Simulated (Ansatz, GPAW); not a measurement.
# hexatriene-1,6-dithiol between two Ni chains: relaxation, then transmission at several levels

Wanted: T(E) of hexatriene-1,6-dithiol between two Ni chains at a relaxed geometry in two programs, beside the unrelaxed structure.

Method: Ansatz plane waves; relaxation of the junction with the lead ends held; PAW set soft_1, in the first sound run; inputs show where later runs differ, in GPAW 26.7.0 and Ansatz 0.2.0.

## 1. The structure

The cell holds 30 atoms: 16 Ni, 2 S, 6 C and 6 H. Cell: a = 12.086 Å, b = 9.000 Å, c = 42.781 Å, α = 90.0°, β = 90.0°, γ = 90.0°. Regions: left lead, 8 atoms (8 Ni); channel, 14 atoms (2 S, 6 C and 6 H); right lead, 8 atoms (8 Ni). Vacuum lies along a and b. The structure is stacked along c, and the current runs across the ab planes.

## 2. Relaxation

Transmission follows bond lengths closely, so the atoms between the held lead ends are relaxed first, from a slightly shaken start that lets symmetry break.

The input, input.yaml:

```yaml
crystal:
  lattice:
    - [12.086046068, 0.0, 0.0]
    - [0.0, 9.0, 0.0]
    - [0.0, 0.0, 42.7813647821]
  atoms:
    - { symbol: Ni, position: [0.5, 0.5, 0.0252446364], spin: 1.0 }
    - { symbol: Ni, position: [0.5, 0.5, 0.0757339093], spin: 1.0 }
    - { symbol: Ni, position: [0.5, 0.5, 0.1262231822], spin: 1.0 }
    - { symbol: Ni, position: [0.5, 0.5, 0.176712455], spin: 1.0 }
    - { symbol: Ni, position: [0.5, 0.5, 0.2272017279], spin: 1.0 }
    - { symbol: Ni, position: [0.5, 0.5, 0.2776910008], spin: 1.0 }
    - { symbol: Ni, position: [0.5039085764, 0.5024776113, 0.3275001489], spin: 1.0 }
    - { symbol: Ni, position: [0.4994737623, 0.4990442336, 0.3803261689], spin: 1.0 }
    - { symbol: S, position: [0.3346614794, 0.5045836199, 0.4031825119] }
    - { symbol: C, position: [0.3491293179, 0.4999879606, 0.4437108168] }
    - { symbol: H, position: [0.5223122883, 0.500363741, 0.4461176577] }
    - { symbol: H, position: [0.269773635, 0.5041057798, 0.4574754628] }
    - { symbol: C, position: [0.4434053135, 0.4993737811, 0.4588957743] }
    - { symbol: C, position: [0.4473815999, 0.5010247552, 0.4920059621] }
    - { symbol: H, position: [0.6237673638, 0.4947360655, 0.4944089077] }
    - { symbol: H, position: [0.3754563985, 0.4982356929, 0.5047955844] }
    - { symbol: C, position: [0.5471086197, 0.4994931811, 0.5068137868] }
    - { symbol: C, position: [0.5550503062, 0.4964122825, 0.5413037879] }
    - { symbol: H, position: [0.7354252935, 0.5005485318, 0.5451888475] }
    - { symbol: H, position: [0.4771869532, 0.4962095411, 0.554139879] }
    - { symbol: C, position: [0.6536190802, 0.5012438347, 0.5568357517] }
    - { symbol: S, position: [0.6622129944, 0.5029482818, 0.5968413631] }
    - { symbol: Ni, position: [0.5017377704, 0.5014954649, 0.6215069653], spin: 1.0 }
    - { symbol: Ni, position: [0.5005488197, 0.4975907904, 0.6721991163], spin: 1.0 }
    - { symbol: Ni, position: [0.5, 0.5, 0.7223089992], spin: 1.0 }
    - { symbol: Ni, position: [0.5, 0.5, 0.7727982721], spin: 1.0 }
    - { symbol: Ni, position: [0.5, 0.5, 0.823287545], spin: 1.0 }
    - { symbol: Ni, position: [0.5, 0.5, 0.8737768178], spin: 1.0 }
    - { symbol: Ni, position: [0.5, 0.5, 0.9242660907], spin: 1.0 }
    - { symbol: Ni, position: [0.5, 0.5, 0.9747553636], spin: 1.0 }
magnetization:
  spin_polarized: true
kpoints:
  mp_grid: { grid: [1, 1, 2] }
hamiltonian:
  xc: pbe
  pseudopotentials: { kind: paw, azcp: { folder: soft_1 } }
scf:
  occupations: { method: fermi_dirac, width: 0.1 }
relax:
  f_tol: 0.03
  max_steps: 80
  constraints: [{ sites: [0, 1, 2, 3, 4, 5, 24, 25, 26, 27, 28, 29] }]
```

Started as:

```
> ansatz run input.yaml --threads 4 --pin off --max-ram 8192MiB --backend cpu --events-out ev --progress --plain --runs-dir out
```

Numbers of over 12 decimals in the logs are rounded to 6 here.

Log:

```text
Engine: ansatz 0.2.0, aarch64-unknown-linux-gnu
Pseudopotentials: kind: paw
Pseudopotential: Ni, paw, valence charge 18, recommended cutoff 420 eV (normal), soft_1/Ni.paw.azcp
Pseudopotential: S, paw, valence charge 6, recommended cutoff 420 eV (normal), soft_1/S.paw.azcp
Pseudopotential: C, paw, valence charge 4, recommended cutoff 420 eV (normal), soft_1/C.paw.azcp
Pseudopotential: H, paw, valence charge 1, recommended cutoff 420 eV (normal), soft_1/H.paw.azcp
Functional definition: PBE
  parameter kappa = 0.804
  parameter beta = 0.066725
  exchange = pbe_x(kappa = kappa, mu = beta*pi^2/3)
  correlation = pbe_c(beta = beta)
Crystal: 30 atoms, lattice volume = 4653.518 Å³
Basis set: ecut = 420 eV, 90925 PW (Γ), exchange–correlation on 162×128×576 points (8 copies of the dense FFT grid, shifted against one another)
Bands: 208, of which v1, the nominal top of the filled ones, is band 165 counted from 1 (164 counted from 0)
Symmetry: 1 space group operations
Space group: P1 (ITA 1), of the structure as read, at distance tolerance 1.7e-4 Å
Magnetic group: BNS 1.1 (UNI 1), of the structure as read, at distance tolerance 1.7e-4 Å
k-points: 2
Non-local potential: Ni, projectors of the file, l = 0: 3, l = 1: 2, l = 2: 3, l = 3: 1
Non-local potential: S, projectors of the file, l = 0: 2, l = 1: 2, l = 2: 1
Non-local potential: C, projectors of the file, l = 0: 2, l = 1: 2, l = 2: 1
Non-local potential: H, projectors of the file, l = 0: 2, l = 1: 1
PAW form: soft (Blöchl's): semilocal exchange-correlation on the pseudo side does not see the compensation charge
PAW one-centre angular grid: Ni, 590 points (default); XC on 64 Gauss nodes
PAW one-centre angular grid: S, 110 points (default); XC on 64 Gauss nodes
PAW one-centre angular grid: C, 110 points (default); XC on 64 Gauss nodes
PAW one-centre angular grid: H, 110 points (default); XC on 64 Gauss nodes
Initial density: superposition of atomic densities (neutral atoms: chi_scale 0, normalization atom)
Starting moments: Σ|m| = 16 μB on 16 of 30 sites
Initial wavefunctions: pseudopotential atomic-orbital guess
Functional: x = pbe(κ = 0.804, μ = 0.219515), c = pbe(β = 0.066725)
SCF iter   1: F=—  HF=-96784.914200 eV  |F-HF|=—  |Δ(HF+E_count)|=         —  Δρ=2.28e-2 (↑2.28e-2 ↓1.21e-2)  dr2=5.82e1  dr2_m=3.08e0  M=19.368 μB ∫|m|=19.661 μB  β_m=0.30  ethr=3.10e-3  ⟨swp⟩=7.0  Hψ=3900  notcnv=0  defer=53
Mixer restart at iter 1: flushing history
preconditioner: auto → LDOS  [metal: Δε(μ)=0.016 eV  Ē_g=5.297 eV  σ=0.100 eV  W_gap=0.04  n_scr=436 (ndim 8)  ℏωp=7.6 eV  f_vac=0.795  D(μ)=59.92/eV (n_scr^D=276)]
spin=Collinear: LDOS preconditioning applied to the charge; magnetization (m = ρ↑ − ρ↓) channel mixes plain (no charge-response kernel on spin).
SCF iter   2: F=—  HF=-96786.518899 eV  |F-HF|=—  |Δ(HF+E_count)|=    1.60e0  Δρ=1.19e-2 (↑1.19e-2 ↓7.92e-3)  dr2=1.40e1  dr2_m=2.02e0  M=19.990 μB ∫|m|=20.242 μB  β_m=0.45  ethr=3.10e-3  ⟨swp⟩=3.0  Hψ=1506  notcnv=0  defer=76
SCF iter   3: F=—  HF=-96793.679587 eV  |F-HF|=—  |Δ(HF+E_count)|=    7.16e0  Δρ=3.32e-3 (↑3.32e-3 ↓2.76e-3)  dr2=1.02e0  dr2_m=1.86e-1  M=19.587 μB ∫|m|=20.071 μB  β_m=0.54  ethr=3.10e-3  ⟨swp⟩=3.5  Hψ=1543  notcnv=0  defer=64
SCF iter   4: F=—  HF=-96796.130467 eV  |F-HF|=—  |Δ(HF+E_count)|=    2.45e0  Δρ=1.51e-3 (↑1.51e-3 ↓1.43e-3)  dr2=1.57e-1  dr2_m=4.50e-2  M=18.973 μB ∫|m|=19.651 μB  β_m=0.60  ethr=3.08e-4  ⟨swp⟩=3.2  Hψ=1431  notcnv=0  defer=65
SCF iter   5: F=—  HF=-96796.379624 eV  |F-HF|=—  |Δ(HF+E_count)|=         —  Δρ=1.50e-3 (↑1.10e-3 ↓1.50e-3)  dr2=2.71e-2  dr2_m=6.63e-2  M=18.433 μB ∫|m|=19.128 μB  β_m=0.60  ethr=4.77e-5  ⟨swp⟩=2.2  Hψ=1450  notcnv=0  defer=65
SCF iter   6: F=—  HF=-96796.471441 eV  |F-HF|=—  |Δ(HF+E_count)|=         —  Δρ=9.05e-4 (↑6.91e-4 ↓9.05e-4)  dr2=7.62e-3  dr2_m=2.54e-2  M=18.276 μB ∫|m|=18.986 μB  β_m=0.60  ethr=8.22e-6  ⟨swp⟩=2.2  Hψ=1270  notcnv=0  defer=65
SCF iter   7: F=—  HF=-96796.502020 eV  |F-HF|=—  |Δ(HF+E_count)|=   3.06e-2  Δρ=6.11e-4 (↑4.38e-4 ↓6.11e-4)  dr2=3.40e-3  dr2_m=1.10e-2  M=18.167 μB ∫|m|=18.886 μB  β_m=0.80  ethr=2.31e-6  ⟨swp⟩=2.0  Hψ=1236  notcnv=0  defer=65
SCF iter   8: F=—  HF=-96796.519799 eV  |F-HF|=—  |Δ(HF+E_count)|=   1.78e-2  Δρ=3.57e-4 (↑1.64e-4 ↓3.57e-4)  dr2=7.26e-3  dr2_m=5.94e-4  M=18.023 μB ∫|m|=18.751 μB  β_m=0.63  ethr=1.03e-6  ⟨swp⟩=2.0  Hψ=1534  notcnv=0  defer=68
SCF iter   9: F=—  HF=-96796.518813 eV  |F-HF|=—  |Δ(HF+E_count)|=   9.86e-4  Δρ=4.98e-5 (↑3.72e-5 ↓4.98e-5)  dr2=3.06e-4  dr2_m=4.04e-5  M=18.006 μB ∫|m|=18.736 μB  β_m=0.73  ethr=1.03e-6  ⟨swp⟩=2.0  Hψ=1508  notcnv=0  defer=68
SCF iter  10: F=—  HF=-96796.519046 eV  |F-HF|=—  |Δ(HF+E_count)|=   2.33e-4  Δρ=3.39e-5 (↑2.74e-5 ↓3.39e-5)  dr2=9.02e-5  dr2_m=1.92e-5  M=18.002 μB ∫|m|=18.732 μB  β_m=0.85  ethr=9.28e-8  ⟨swp⟩=2.0  Hψ=1339  notcnv=0  defer=68
SCF iter  11: F=—  HF=-96796.519090 eV  |F-HF|=—  |Δ(HF+E_count)|=   4.38e-5  Δρ=3.15e-5 (↑1.06e-5 ↓3.15e-5)  dr2=3.88e-5  dr2_m=9.00e-6  M=18.000 μB ∫|m|=18.730 μB  β_m=0.92  ethr=2.73e-8  ⟨swp⟩=2.0  Hψ=1478  notcnv=0  defer=68
SCF iter  12: F=—  HF=-96796.519111 eV  |F-HF|=—  |Δ(HF+E_count)|=   2.07e-5  Δρ=1.89e-5 (↑7.50e-6 ↓1.89e-5)  dr2=1.17e-5  dr2_m=3.24e-6  M=17.998 μB ∫|m|=18.728 μB  β_m=0.96  ethr=1.17e-8  ⟨swp⟩=2.0  Hψ=1427  notcnv=0  defer=68
SCF iter  13: F=—  HF=-96796.519119 eV  |F-HF|=—  |Δ(HF+E_count)|=   8.42e-6  Δρ=1.52e-5 (↑4.71e-6 ↓1.52e-5)  dr2=6.71e-6  dr2_m=1.90e-6  M=17.997 μB ∫|m|=18.728 μB  β_m=0.98  ethr=3.55e-9  ⟨swp⟩=2.0  Hψ=1500  notcnv=0  defer=68
SCF iter  14: F=—  HF=-96796.519123 eV  |F-HF|=—  |Δ(HF+E_count)|=   4.12e-6  Δρ=1.32e-5 (↑3.54e-6 ↓1.32e-5)  dr2=5.37e-6  dr2_m=1.56e-6  M=17.997 μB ∫|m|=18.727 μB  β_m=0.99  ethr=2.03e-9  ⟨swp⟩=2.0  Hψ=1513  notcnv=0  defer=68
SCF iter  15: F=—  HF=-96796.519133 eV  |F-HF|=—  |Δ(HF+E_count)|=   9.42e-6  Δρ=2.49e-5 (↑4.26e-6 ↓2.49e-5)  dr2=3.53e-5  dr2_m=5.61e-6  M=17.997 μB ∫|m|=18.728 μB  β_m=0.60  ethr=1.63e-9  ⟨swp⟩=2.0  Hψ=1508  notcnv=0  defer=68
SCF iter  16: F=-96796.519127 eV  HF=-96796.519141 eV  |F-HF|=1.46e-5  |Δ(HF+E_count)|=   8.63e-6  Δρ=1.59e-5 (↑3.98e-6 ↓1.59e-5)  dr2=1.66e-5  dr2_m=1.95e-6  M=17.995 μB ∫|m|=18.726 μB  ethr=1.63e-9  ⟨swp⟩=1.0  Hψ=2358  notcnv=0
SCF 1 converged in 16 iterations: F = -96796.519127 eV  dr2 = 1.66e-5
  greatest PAW one-centre occupation: 1.001 electrons in one spin orbital (limit 2), on the Ni atom at site 7 (counted from 0), in its partial waves of l = 1
[...]
relax step  13: F+E_penalty+E_count = -96798.04161716 eV  Δ(F+E_penalty+E_count) = -1.116e-3 eV  max|allowed force component| = 4.167e-2 eV/Å  Δτ_max = 0.0723 Å  (13 SCF iters, accepted)
relax step  14: F+E_penalty+E_count = -96798.04174472 eV  Δ(F+E_penalty+E_count) = -1.276e-4 eV  max|allowed force component| = 5.570e-2 eV/Å  Δτ_max = 0.0377 Å  (10 SCF iters, dr2 threshold 1.74e-6 eV, accepted)
relax step  15: F+E_penalty+E_count = -96798.04243373 eV  Δ(F+E_penalty+E_count) = -6.890e-4 eV  max|allowed force component| = 8.199e-3 eV/Å  Δτ_max = 0.0131 Å  (6 SCF iters, dr2 threshold 3.10e-6 eV, accepted)
iter 1 solved again at ethr=1.24e-10 eV; its pass at ethr=3.10e-3 eV (dr2=4.08e-7 eV) is discarded
SCF iter   1: F=—  HF=-96798.042434 eV  |F-HF|=—  |Δ(HF+E_count)|=         —  Δρ=3.35e-6 (↑3.35e-6 ↓2.21e-6)  dr2=4.06e-7  dr2_m=1.96e-7  M=17.074 μB ∫|m|=18.097 μB  β_m=0.65  ethr=1.24e-10  ⟨swp⟩=1.0  Hψ=2241  notcnv=0  defer=1
preconditioner: auto → LDOS  [metal: Δε(μ)=0.008 eV  Ē_g=5.430 eV  σ=0.100 eV  W_gap=0.02  n_scr=184 (ndim 8)  ℏωp=7.7 eV  f_vac=0.821  D(μ)=46.00/eV (n_scr^D=184)]
spin=Collinear: LDOS preconditioning applied to the charge; magnetization (m = ρ↑ − ρ↓) channel mixes plain (no charge-response kernel on spin).
SCF iter   2: F=—  HF=-96798.042434 eV  |F-HF|=—  |Δ(HF+E_count)|=   1.18e-7  Δρ=2.26e-6 (↑1.41e-6 ↓2.26e-6)  dr2=1.04e-7  dr2_m=1.05e-7  M=17.074 μB ∫|m|=18.097 μB  β_m=0.65  ethr=1.23e-10  ⟨swp⟩=2.5  Hψ=1491  notcnv=0  defer=1
SCF iter   3: F=—  HF=-96798.042435 eV  |F-HF|=—  |Δ(HF+E_count)|=   3.97e-7  Δρ=1.41e-6 (↑1.41e-6 ↓1.29e-6)  dr2=6.32e-8  dr2_m=4.57e-8  M=17.074 μB ∫|m|=18.097 μB  β_m=0.81  ethr=3.14e-11  ⟨swp⟩=2.0  Hψ=1503  notcnv=0  defer=1
SCF iter   4: F=—  HF=-96798.042435 eV  |F-HF|=—  |Δ(HF+E_count)|=   1.39e-7  Δρ=7.70e-7 (↑5.17e-7 ↓7.70e-7)  dr2=3.31e-8  dr2_m=5.71e-9  M=17.075 μB ∫|m|=18.097 μB  β_m=0.76  ethr=1.91e-11  ⟨swp⟩=2.2  Hψ=1511  notcnv=0  defer=1
SCF iter   5: F=-96798.042435 eV  HF=-96798.042435 eV  |F-HF|=2.36e-9  |Δ(HF+E_count)|=   2.72e-8  Δρ=6.89e-7 (↑1.52e-7 ↓6.89e-7)  dr2=1.79e-8  dr2_m=5.69e-9  M=17.075 μB ∫|m|=18.097 μB  ethr=1.00e-11  ⟨swp⟩=2.0  Hψ=2626  notcnv=0
SCF 16 converged in 5 iterations: F = -96798.042435 eV  dr2 = 1.79e-8
relax step  16: F+E_penalty+E_count = -96798.04243469 eV  Δ(F+E_penalty+E_count) = -9.595e-7 eV  max|allowed force component| = 8.207e-3 eV/Å  Δτ_max = 0.0000 Å  (5 SCF iters, accepted)
SCF converged after 5 iterations
Magnetization: 17.0746 μB (173.5373 up, 156.4627 down)
Absolute magnetization: 18.1026 μB (∫|ρ↑−ρ↓|, with the PAW one-centre terms)
Spin contamination: 0.2772 ħ² per cell (⟨S²⟩ above its minimum at these occupations)
Per-site moments (μB) at R_I (Å): [(1.092274, 0.891000), (1.088279, 0.891000), (1.093039, 0.891000), (1.074300, 0.891000), (1.100889, 0.891000), (1.037115, 0.891000), (0.994530, 0.903321), (0.740202, 0.861663), (0.014565, 0.707511), (-0.00240114, 0.452545), (-0.000160297, 0.451192), (0.00098389, 0.452545), (0.0034196, 0.451192), (0.000381849, 0.452014), (6.869071511591324e-6, 0.452018), (6.92351101207049e-6, 0.452014 [...]
Free energy (F): -96798.042435 eV
Harris-Foulkes:  -96798.042435 eV  (|F-HF|=2.36e-9)
Internal energy: -96796.559222 eV  (E = F + TS)
E sigma→0 (E₀):  -96797.300829 eV
Entropy (-TS):   -1.483212 eV (-49.440 meV/atom)
Fermi energy:    -3.620225 eV
--- Per-component energies (eV) ---
  E_band       = -11083.312400
  E_kinetic    = 6202.633978
  E_local      = -157285.340941  (includes V_loc(G=0)·N_el)
  E_nonlocal   = -1555.269647
  E_hartree    = 77125.308603
  E_xc         = -2248.745094
  E_vxc        = -2813.396923  (∫ρ·V_xc dr)
  E_paw        = -28452.507269  (= ΣΔE_a)
  E_vpaw       = -9882.568705  (= ΣTr[D̂ρ^β])
  E_aug_tail   = 0.008559  (compensation charges beyond the density's cutoff)
  E_ewald      = 9417.352589
  E_smearing   = -1.483212  (= −TS)
  E_closure    = 0.000000  (closes the sum)
  Σ components = -96798.042435   (vs F -96798.042435, Δ=0.00e0)
--- Forces (eV/Å), atoms counted from 1 ---
  atom   1  Ni     0.00240050    -0.00196200     0.04411138
  atom   2  Ni    -0.00533330     0.00378881    -0.02256007
  atom   3  Ni     0.00265569    -0.00177946    -0.04997356
  atom   4  Ni     0.01706552    -0.01311487     0.10224880
  atom   5  Ni    -0.13935751     0.11069858     0.05558829
  atom   6  Ni     0.13379412    -0.11009973     0.52374156
  atom   7  Ni     0.00610421    -0.00060218    -0.00116113
  atom   8  Ni    -0.00719440    -0.00501473     0.00820745
  atom   9  S      0.00525870     0.00370548    -0.00489981
  atom  10  C     -0.00094097     0.00434323    -0.00066775
  atom  11  H     -0.00060485    -0.00058211     0.00412761
  atom  12  H      0.00579074    -0.00411906    -0.00463337
  atom  13  C     -0.00478361     0.00330767    -0.00044602
  atom  14  C     -0.00341689    -0.00361629    -0.00088232
  atom  15  H     -0.00532067     0.00047974     0.00119428
  atom  16  H      0.00487315    -0.00112144    -0.00109444
  atom  17  C      0.00395924     0.00351936     0.00130925
  atom  18  C      0.00500643    -0.00182350    -0.00060414
  atom  19  H     -0.00471790     0.00357975     0.00407523
  atom  20  H      0.00053428    -0.00028189    -0.00402358
  atom  21  C     -0.00120640    -0.00391082    -0.00029784
  atom  22  S     -0.00322017    -0.00340770     0.00517695
  atom  23  Ni     0.00609944     0.00421360    -0.00607769
  atom  24  Ni    -0.00672877     0.00114386     0.00115168
  atom  25  Ni    -0.13392474     0.10950670    -0.52413874
  atom  26  Ni     0.14007339    -0.10973887    -0.05569019
  atom  27  Ni    -0.01714952     0.01295156    -0.10221536
  atom  28  Ni    -0.00265008     0.00179302     0.05001883
  atom  29  Ni     0.00534588    -0.00377338     0.02250482
  atom  30  Ni    -0.00243354     0.00190276    -0.04408791
  max |Σ_I F_I| component: 2.20e-5 eV/Å
--- Relaxed structure (16 steps of the walk, 16 accepted, 0 SCFs on fresh bases) ---
  F+E_penalty+E_count = -96798.04243469 eV   max|allowed force component| = 8.207e-3 eV/Å
  atoms:
    - { symbol: Ni, position: [0.500000, 0.5, 0.025245] }
    - { symbol: Ni, position: [0.500000, 0.5, 0.075734] }
    - { symbol: Ni, position: [0.500000, 0.5, 0.1262231822] }
    - { symbol: Ni, position: [0.500000, 0.5, 0.176712455] }
    - { symbol: Ni, position: [0.500000, 0.5, 0.227202] }
    - { symbol: Ni, position: [0.500000, 0.5, 0.2776910008] }
    - { symbol: Ni, position: [0.406597, 0.596632, 0.316558] }
    - { symbol: Ni, position: [0.465697, 0.503474, 0.361060] }
    - { symbol: S, position: [0.353670, 0.472930, 0.397682] }
    - { symbol: C, position: [0.374827, 0.492930, 0.437102] }
    - { symbol: H, position: [0.549956, 0.488256, 0.446035] }
    - { symbol: H, position: [0.294602, 0.499941, 0.449009] }
    - { symbol: C, position: [0.467324, 0.494798, 0.456371] }
    - { symbol: C, position: [0.456810, 0.501756, 0.489272] }
    - { symbol: H, position: [0.627821, 0.492389, 0.501421] }
    - { symbol: H, position: [0.372493, 0.508586, 0.498578] }
    - { symbol: C, position: [0.543500, 0.499187, 0.510726] }
    - { symbol: C, position: [0.532976, 0.506128, 0.543627] }
    - { symbol: H, position: [0.705696, 0.501124, 0.551001] }
    - { symbol: H, position: [0.450338, 0.512667, 0.553960] }
    - { symbol: C, position: [0.625460, 0.508061, 0.562901] }
    - { symbol: S, position: [0.646539, 0.528148, 0.602321] }
    - { symbol: Ni, position: [0.534521, 0.497225, 0.638922] }
    - { symbol: Ni, position: [0.593819, 0.404244, 0.683423] }
    - { symbol: Ni, position: [0.500000, 0.5, 0.7223089992] }
    - { symbol: Ni, position: [0.500000, 0.5, 0.7727982721] }
    - { symbol: Ni, position: [0.500000, 0.5, 0.823287545] }
    - { symbol: Ni, position: [0.500000, 0.5, 0.8737768178] }
    - { symbol: Ni, position: [0.500000, 0.5, 0.9242660907] }
    - { symbol: Ni, position: [0.500000, 0.5, 0.9747553636] }
```

The job ended after 50 min (4 threads of Arm Neoverse N1, shared host; peak memory 6.7 GiB).

Step by step:

| step | energy less that of the first step (eV) | largest force component (eV/Å) |
| --- | --- | --- |
| 1 | 0.0000 | 3.3430 |
| 2 | -0.4925 | 1.7090 |
| 3 | -0.7207 | 0.7297 |
| 4 | -0.8602 | 0.3204 |
| 5 | -0.9946 | 0.3213 |
| 6 | -1.1292 | 0.3210 |
| 7 | -1.2675 | 0.2933 |
| 8 | -1.3864 | 0.2160 |
| 9 | -1.4747 | 0.0979 |
| 10 | -1.5175 | 0.0745 |
| 11 | -1.5214 | 0.0265 |
| 12 | -1.5214 | 0.0265 |
| 13 | -1.5225 | 0.0417 |
| 14 | -1.5226 | 0.0557 |
| 15 | -1.5233 | 0.0082 |
| 16 | -1.5233 | 0.0082 |

The atoms that moved most (Å):

| atom | dx | dy | dz | length |
| --- | --- | --- | --- | --- |
| Ni7 | -1.176 | 0.847 | -0.468 | 1.523 |
| Ni24 | 1.127 | -0.840 | 0.480 | 1.486 |
| Ni8 | -0.408 | 0.040 | -0.824 | 0.921 |
| Ni23 | 0.396 | -0.038 | 0.745 | 0.845 |
| H12 | 0.300 | -0.037 | -0.362 | 0.472 |
| H19 | -0.359 | 0.005 | 0.249 | 0.437 |
| S9 | 0.230 | -0.285 | -0.235 | 0.435 |
| C21 | -0.340 | 0.061 | 0.259 | 0.432 |

Numbers from this step:

| Quantity | Value |
| --- | --- |
| free energy | -96798.0424 eV |
| smearing term TS | 1.483 eV |
| magnetization | 17.07 μB |
| absolute magnetization | 18.10 μB |
| symmetry operations | 1 |

Site moment by element, in μB:

| element | atoms | mean | spread (r.m.s.) | least | largest |
| --- | --- | --- | --- | --- | --- |
| Ni | 16 | 1.03 | 0.11 | 0.74 | 1.10 |
| S | 2 | 0.01 | 0.00 | 0.01 | 0.01 |
| C | 6 | 0.00 | 0.00 | 0.00 | 0.00 |
| H | 6 | 0.00 | 0.00 | 0.00 | 0.00 |

The atoms farthest from the mean of their element:

| atom | x, y, z (Å) | site moment (μB) |
| --- | --- | --- |
| Ni23 | 6.46, 4.48, 27.33 | 0.74 |
| Ni8 | 5.63, 4.53, 15.45 | 0.74 |
| Ni26 | 6.04, 4.50, 33.06 | 1.10 |
| Ni5 | 6.04, 4.50, 9.72 | 1.10 |
| Ni28 | 6.04, 4.50, 37.38 | 1.09 |
| Ni3 | 6.04, 4.50, 5.40 | 1.09 |
| Ni1 | 6.04, 4.50, 1.08 | 1.09 |
| Ni30 | 6.04, 4.50, 41.70 | 1.09 |

The relaxation lowered the energy of the cell by 1.52 eV.

(Part 1 of 4 ends here.)

[Logs are printed without paths, hosts, clocks, repeated set-up lines and the standing remarks that a program may print on its own settings, such as how far it seeks lower states.]

[Hosts, paths, dates, database ids (printed as entryN), source tags and the programs' standing remarks are cut or masked in the printed files.]
